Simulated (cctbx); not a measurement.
**Reading a Patterson map**

Space group Cmcm (no. 63), a = 6.4440 Å, b = 9.5990 Å, c = 7.9520 Å, α = 90.00°, β = 90.00°, γ = 90.00°, content Ti4 S16 P4.

The data are simulated with cctbx, not measured: Mo Kα, λ = 0.71073 Å, to d = 0.6 Å, 50 % of the full sphere, strongest reflection 5000 counts, noise from counting, a 4 % proportional error and a noise floor of 4 counts (s.d.); no absorption.

Patterson synthesis, origin scaled to 1000:

```text
Patterson group C m m m
      u       v       w   height  length (A)
  0.000   0.000   0.000   1000.0     0.00
  0.000   0.000   0.500    303.1     3.98
  0.000   0.500   0.000    281.8     4.80
  0.000   0.500   0.500    251.5     6.23
  0.259   0.033   0.250    215.9     2.62
  0.000   0.247   0.451    184.0     4.30
  0.000   0.245   0.050    180.6     2.38
  0.250   0.250   0.199    168.0     3.29
  0.000   0.355   0.254    151.7     3.97
  0.259   0.210   0.300    142.6     3.54
  0.000   0.500   0.100    127.3     4.87
  0.000   0.000   0.410    120.4     3.26
  0.242   0.114   0.000    108.8     1.91
  0.240   0.186   0.500     86.8     4.63
```

Q: Assign the vectors.

A peak at u stands for all pairs with xi − xj = u, with weight Σ ZiZj against Σ Z² = 6932 at the origin. Peak heights follow these weights only roughly, since form factors, motion and series ripples differ, all vectors within 0.55 Å of a peak are counted as merged into it though the farther ones add only part of their weight, and F(000) is left out, which lowers the whole map:

| u | v | w | shortest length (Å) | height | 1000 ΣZiZj/ΣZ² | pairs in the cell |
| --- | --- | --- | --- | --- | --- | --- |
| 0.000 | 0.000 | 0.500 | 3.98 | 303 | 279 | 4 × Ti–Ti |
| 0.000 | 0.500 | 0.000 | 3.22 | 282 | 295 | 8 × S–S |
| 0.000 | 0.500 | 0.500 | 5.12 | 252 | 295 | 8 × S–S |
| 0.259 | 0.033 | 0.250 | 2.61 | 216 | 203 | 4 × Ti–S |
| 0.000 | 0.247 | 0.451 | 4.30 | 184 | 203 | 4 × Ti–S |
| 0.000 | 0.245 | 0.050 | 2.39 | 181 | 203 | 4 × Ti–S |
| 0.250 | 0.250 | 0.199 | 3.30 | 168 | 295 | 8 × S–S |
| 0.000 | 0.355 | 0.254 | 3.96 | 152 | 190 | 4 × Ti–P |
| 0.259 | 0.210 | 0.300 | 3.54 | 143 | 148 | 4 × S–S |
| 0.000 | 0.500 | 0.100 | 3.32 | 127 | 148 | 4 × S–S |

The table stops at ten peaks or at a height of 45, below which ripples compete. In the model behind the data Ti, the heaviest element, has 1 independent site: (0, 0, 1/2), up to an allowed shift of origin; the Ti–Ti vectors are differences of these positions and their symmetry mates. The whole model:

```
atom  mult.       x       y       z  Ueq (Å²)
 Ti1      4       0       0     1/2    0.0155
  S1      8     1/2  0.7455  0.4494    0.0213
  S2      8  0.2590  0.9630     1/4    0.0154
  P1      4     1/2  0.1474     3/4    0.0230
```

The model is made up (kin elements in a known structure type, no relaxation), so it says nothing on whether the phase exists.

[Logs are printed without paths, hosts, clocks, repeated set-up lines and the standing remarks that a program may print on its own settings, such as how far it seeks lower states.]
